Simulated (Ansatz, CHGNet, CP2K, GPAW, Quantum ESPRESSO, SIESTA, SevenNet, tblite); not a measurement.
# Which run comes nearest? Liquid Cu37Al22Si42 (at. %) at 1600 K (79 atoms)

Density of this cell: 3.67 g/cm³. The cell holds 79 atoms: 29 Cu, 17 Al and 33 Si. Its edges and angles: a = 11.350 Å, b = 11.350 Å, c = 11.350 Å, α = 90.0°, β = 90.0°, γ = 90.0°. 79 atoms (29 Cu, 17 Al, 33 Si) placed at random at 4.03 g/cm³, melted at 2000 K for 10 ps at fixed volume with the MEAM Al-Si-Mg-Cu-Fe potential (Jelinek et al., Phys. Rev. B 85, 245102 (2012)). Snapshot at the end of a hold of 10 ps at 1600 K and zero pressure. Then every atom was moved at random, 0.05 Å r.m.s. a Cartesian component.

Geometry: as built.

The reference, a calculation:

```
method                 : Kohn-Sham DFT, PBE, PAW, plane waves (Ansatz 0.2.0); cutoff 420 eV, Γ point, fermi-dirac smearing of 0.05 eV; PAW set soft_2
r.m.s. force component : 0.7722 eV/Å
longest force          : 4.95 eV/Å
pressure               : -5.221 GPa
SCF cycles             : 14
time                   : 15 s on 8 threads of Arm Neoverse V2, shared host
CPU time               : 1.9 min
```

In doubt: a PseudoDojo file used here is known to give poor structures and forces (SIESTA), which bears on pressures, cells, forces and phonons.

Q: Estimate the differences from the reference, the CPU time and the memory of each run.
- CP2K PBE, DZVP-MOLOPT-SR, 280/50 Ry, diagonalisation (CP2K 2026.2; 2 threads)
- SIESTA PBE, TZP, shift 0.01 Ry, mesh 500 Ry (SIESTA 5.4.2; 4 MPI ranks)
- CHGNet r2SCAN potential (CHGNet r2SCAN; 1 thread)
- SIESTA PBE, SZP, shift 0.01 Ry, mesh 500 Ry (SIESTA 5.4.2; 2 MPI ranks)
- SIESTA PBE, DZP, shift 0.01 Ry, mesh 200 Ry (SIESTA 5.4.2; 2 MPI ranks)
- CHGNet 0.3.0 potential (CHGNet 0.3.0; 1 thread)
- GPAW PBE, LCAO dzp, h 0.28 Å (GPAW 26.7.0; 1 thread)
- CP2K PBE, SZV-MOLOPT-SR, 800/50 Ry, diagonalisation (CP2K 2026.2; 2 threads)
- tblite IPEA1-xTB (tblite 0.8.0; 1 thread)
- CP2K PBE, DZVP-MOLOPT-SR, 800/20 Ry, diagonalisation (CP2K 2026.2; 4 MPI ranks)

Differences are against the plane-wave reference, forces as r.m.s. over components; share is that over the reference's r.m.s. force, slope the least-squares factor from reference forces to these. Total energies of different programs have different zeros and aren't compared.

```tsv
run	Δ force, r.m.s. (meV/Å)	share (%)	slope	Δ pressure (GPa)	cores	CPU time	memory (GiB)
reference	-	-	-	-	8	1.9 min	2.1
CP2K PBE, DZVP-MOLOPT-SR, 280/50 Ry, diagonalisation (coarse)	442	57.2	1.038	1.30	2	6.5 min	1.7
SIESTA PBE, TZP, shift 0.01 Ry, mesh 500 Ry	63.8	8.26	1.044	-0.767	4	21 min	4.0
CHGNet r2SCAN potential	298	38.6	0.819	-5.94	1	3.1 s	0.88
SIESTA PBE, SZP, shift 0.01 Ry, mesh 500 Ry (coarse)	199	25.8	1.090	0.838	2	12 min	2.7
SIESTA PBE, DZP, shift 0.01 Ry, mesh 200 Ry	75.1	9.72	1.052	-0.579	2	4.4 min	1.2
CHGNet 0.3.0 potential	256	33.1	1.036	-2.05	1	3.5 s	0.88
GPAW PBE, LCAO dzp, h 0.28 Å (coarse)	83.6	10.8	1.075	-	1	2.4 min	0.75
CP2K PBE, SZV-MOLOPT-SR, 800/50 Ry, diagonalisation (coarse)	369	47.8	1.255	8.48	2	5.3 min	5.5
tblite IPEA1-xTB	537	69.6	1.330	10.5	1	7.3 s	0.16
CP2K PBE, DZVP-MOLOPT-SR, 800/20 Ry, diagonalisation (coarse)	312	40.4	1.032	1.41	4	6.7 min	8.0
```

Rows marked coarse were listed beforehand as settings not expected to be converged; some can still land near the reference.

Times of the machine-learned potentials are mostly Python's start and the loading of weights.

CPU time is summed over cores on a shared host, where runs went side by side, so it is rough. Symmetry, cutoffs, thresholds, outputs and thread counts weren't matched or tuned between programs; memory under MPI is the largest rank's times the ranks.

The PBE runs in local orbitals, coarse settings apart, differ by 8.3 % (SIESTA PBE, TZP, shift 0.01 Ry, mesh 500 Ry) to 9.7 % (SIESTA PBE, DZP, shift 0.01 Ry, mesh 200 Ry); basis, grid and potentials can all enter. Tight binding differs by 70 % (tblite IPEA1-xTB); it is another model, with fitted parameters of its own, and the xTB methods hold dispersion. Machine-learned potentials differ by 33 % (CHGNet 0.3.0 potential) to 39 % (CHGNet r2SCAN potential); they were trained on other programs' data, some at another functional. IPEA1-xTB was fitted to ionisation energies and electron affinities, not to forces or charges. Periodic xTB results under one method name differ between programs and library versions. Machine-learned potentials mimic data converged in k, so the reference's own k-point error enters their differences. The network of bonds at the start is that of the classical potential that made the cell, and needn't be the one that DFT or experiment would give. The electronic-structure runs sample only Γ, in a cell whose shortest periodic width is 11 Å, which is coarse for a cell with partly filled levels.

[Logs are printed without paths, hosts, clocks, repeated set-up lines and the standing remarks that a program may print on its own settings, such as how far it seeks lower states.]

[Hosts, paths, dates, database ids (printed as entryN), source tags and the programs' standing remarks are cut or masked in the printed files.]
